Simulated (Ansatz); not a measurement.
# C on Mo(100): change of the work function, part 2 of 2

How does C on the hollow site change the work function of Mo(100) as the layer fills?

Ansatz 0.2.0; plane-wave DFT, PBE, Ansatz PAW.

So far, work function, upper face (eV): step 2 (the clean slab) 3.83; step 3 (37 atoms, coverage 0.111 ML, cell 3x3) 3.90; step 4 (17 atoms, coverage 0.25 ML, cell 2x2) 4.08.

## 5. The covered slab, k-mesh 6×6×1, coverage 0.5 ML (continued)

The steps of the relaxation:

| step | energy less that of the first step (eV) | largest force component (eV/Å) |
| --- | --- | --- |
| 1 | 0.0000 | 2.8757 |
| 2 | -1.6388 | 0.6458 |
| 3 | -1.7299 | 0.2911 |
| 4 | -1.7361 | 0.0681 |
| 5 | -1.7365 | 0.0033 |

Forces are held to the 16 operations that the program found; a distortion that breaks them can't arise in this run.

The atoms that moved most (Å):

| atom | dx | dy | dz | length |
| --- | --- | --- | --- | --- |
| C18 | 0.000 | 0.000 | -0.233 | 0.233 |
| C17 | 0.000 | 0.000 | -0.233 | 0.233 |
| Mo3 | 0.000 | 0.000 | -0.169 | 0.169 |
| Mo15 | 0.000 | 0.000 | -0.169 | 0.169 |
| Mo12 | 0.000 | 0.000 | 0.139 | 0.139 |
| Mo16 | 0.000 | 0.000 | 0.139 | 0.139 |
| Mo8 | 0.000 | 0.000 | 0.139 | 0.139 |
| Mo4 | 0.000 | 0.000 | 0.139 | 0.139 |

The relaxed structure:

```
Mo C
1.0
     6.30000    0.00000    0.00000
     0.00000    6.30000    0.00000
     0.00000    0.00000   23.40563
Mo C
16 2
Direct
  0.25000 0.25000 0.38452
  0.00000 0.00000 0.45181
  0.25000 0.25000 0.51474
  0.00000 0.00000 0.58695
  0.25000 0.75000 0.38452
  0.00000 0.50000 0.45181
  0.25000 0.75000 0.52335
  0.00000 0.50000 0.58695
  0.75000 0.25000 0.38452
  0.50000 0.00000 0.45181
  0.75000 0.25000 0.52335
  0.50000 0.00000 0.58695
  0.75000 0.75000 0.38452
  0.50000 0.50000 0.45181
  0.75000 0.75000 0.51474
  0.50000 0.50000 0.58695
  0.25000 0.25000 0.60551
  0.75000 0.75000 0.60551
```

The relaxation took 5 steps and lowered the energy by 1.7 eV; the largest force on the free atoms ends at 0.0033 eV/Å.

The covered face has 4.40 eV, +0.57 eV against the clean one; the bare back face has moved by +0.10 eV, a measure of how thin the slab is.

## 6. The covered slab, k-mesh 12×12×1, coverage 1 ML

System of this step: Mo4C (C/Mo(100)). The cell holds 5 atoms: 4 Mo and 1 C. Its edges and angles: a = 3.150 Å, b = 3.150 Å, c = 23.406 Å, α = 90.0°, β = 90.0°, γ = 90.0°. Vacuum lies along c.

Input file input.yaml:

```yaml
crystal:
  lattice:
    - [3.15, 0.0, 0.0]
    - [0.0, 3.15, 0.0]
    - [0.0, 0.0, 23.4056268313]
  atoms:
    - { symbol: Mo, position: [0.5, 0.5, 0.3845229211] }
    - { symbol: Mo, position: [0.0, 0.0, 0.4518144323] }
    - { symbol: Mo, position: [0.5, 0.5, 0.5219672998] }
    - { symbol: Mo, position: [0.0, 0.0, 0.5810071388] }
    - { symbol: C, position: [0.5, 0.5, 0.6154770789] }
kpoints:
  mp_grid: { grid: [12, 12, 1] }
hamiltonian:
  xc: pbe
scf:
  occupations: { method: fermi_dirac, width: 0.1 }
  convergence: { dr2_threshold: 1.0e-08 }
efield:
  axis: 3
  dipole_correction: true
  ramp_position: 0.97
  ramp_width: 0.06
relax:
  f_tol: 0.02
  max_steps: 60
  constraints: [{ sites: [0, 1] }]
output:
  write_potential: true
  write_density: true
  volumetric_format: npy
```

Launch:

```sh
> ansatz run input.yaml --threads 4 --pin off --max-ram 16384MiB --backend cpu --events-out ev --progress --plain --runs-dir out
```

Wall time 30 s (4 threads of Arm Neoverse V1, shared host); peak memory 0.59 GiB.

Relaxation path:

| step | energy less that of the first step (eV) | largest force component (eV/Å) |
| --- | --- | --- |
| 1 | 0.0000 | 5.9160 |
| 2 | -1.0592 | 1.8663 |
| 3 | -1.2350 | 0.8090 |
| 4 | -1.2551 | 0.1741 |
| 5 | -1.2559 | 0.0332 |
| 6 | -1.2561 | 0.0061 |

The run keeps the 8 symmetry operations that the program found, so distortions that break them were not tested.

The atoms that moved most (Å):

| atom | dx | dy | dz | length |
| --- | --- | --- | --- | --- |
| Mo4 | 0.000 | 0.000 | 0.295 | 0.295 |
| C5 | 0.000 | 0.000 | -0.203 | 0.203 |
| Mo3 | 0.000 | 0.000 | -0.100 | 0.100 |

The relaxed structure:

```xyz
5
Lattice="3.1500 0.0000 0.0000 0.0000 3.1500 0.0000 0.0000 0.0000 23.4056" Properties=species:S:1:pos:R:3
Mo    1.5750    1.5750    9.0000
Mo    0.0000    0.0000   10.5750
Mo    1.5750    1.5750   12.1165
Mo    0.0000    0.0000   13.8941
C     1.5750    1.5750   14.2021
```

Running mean over 1.575 Å of the planar mean; the ramp of the sawtooth is left out. The electron's electrostatic potential energy less the Fermi level by z:

z (Å), electron's electrostatic potential energy less the Fermi level (eV) and a bar from the least value:
```
        3        4.0 ##############################
        4        4.0 ##############################
        5        4.0 ##############################
        6        3.9 #############################
        7        3.3 ############################
        8       -2.5 ####################
        9      -11.5 ######
       10      -12.5 #####
       11      -13.1 ####
       12      -12.7 #####
       13      -11.1 #######
       14      -15.7 
       15       -3.5 ##################
       16        3.8 #############################
       17        4.3 ##############################
       18        4.3 ##############################
       19        4.3 ##############################
       20        4.3 ##############################
```

The relaxation took 6 steps and lowered the energy by 1.3 eV; the largest force on the free atoms ends at 0.0061 eV/Å.

The covered face has 4.33 eV, +0.50 eV against the clean one; the bare back face has moved by +0.14 eV, a measure of how thin the slab is.

## 7. Work function against coverage

This step: plane-wave DFT, PBE, Ansatz PAW; work function against coverage (Ansatz 0.2.0).

The runs are now put side by side.

This step gave:

- work function of the clean face: 3.830 eV
- largest change of the work function: 0.5732 eV

Work function of the covered face against coverage:

| coverage (adsorbates/nm²) | work function of the covered face (eV) |
| --- | --- |
| 0.00 | 3.83 |
| 1.12 | 3.90 |
| 2.52 | 4.08 |
| 5.04 | 4.40 |
| 10.08 | 4.33 |

The dipole per adsorbate comes from the change of the cell's dipole. Coverage, by row:

| coverage (1/nm²) | coverage (ML) | work function (eV) | change (eV) | dipole per adsorbate, positive end outwards (debye) | mean height of the added atoms over the highest substrate atom (Å) |
| --- | --- | --- | --- | --- | --- |
| 1.12 | 0.1111 | 3.905 | 0.07439 | -0.146 | 0.5758 |
| 2.52 | 0.25 | 4.082 | 0.2516 | -0.232 | 0.5474 |
| 5.039 | 0.5 | 4.404 | 0.5732 | -0.251 | 0.4345 |
| 10.08 | 1 | 4.325 | 0.495 | -0.093 | 0.308 |

## 8. What came out

```json
{"work function of the clean face": "3.83 eV", "work function at 0.11 ML": "3.90 eV", "work function at 0.25 ML": "4.08 eV", "work function at 0.5 ML": "4.40 eV", "work function at 1 ML": "4.33 eV", "dipole per adsorbate at 0.11 ML, positive end outwards": "-0.15 D"}
```

**Reading.** At the lowest coverage C changes the work function of Mo(100) by under 0.15 eV, within the error of so thin a slab; the largest change, +0.57 eV, comes at higher coverage. The slab has 4 layers, at the tabulated experimental lattice constant, one starting site was run, and quantum-size effects of a slab this thin can reach one or two tenths of an eV.

[Long decimals in the printed logs are rounded to 6 places.]

[Logs are printed without paths, hosts, clocks, repeated set-up lines and the standing remarks that a program may print on its own settings, such as how far it seeks lower states.]

[Hosts, paths, dates, database ids (printed as entryN), source tags and the programs' standing remarks are cut or masked in the printed files.]

[Maps of the electrostatic potential energy from Ansatz leave out the sawtooth potential of an applied field or a dipole correction, so their vacuum need not be flat; planar profiles and work functions include it.]
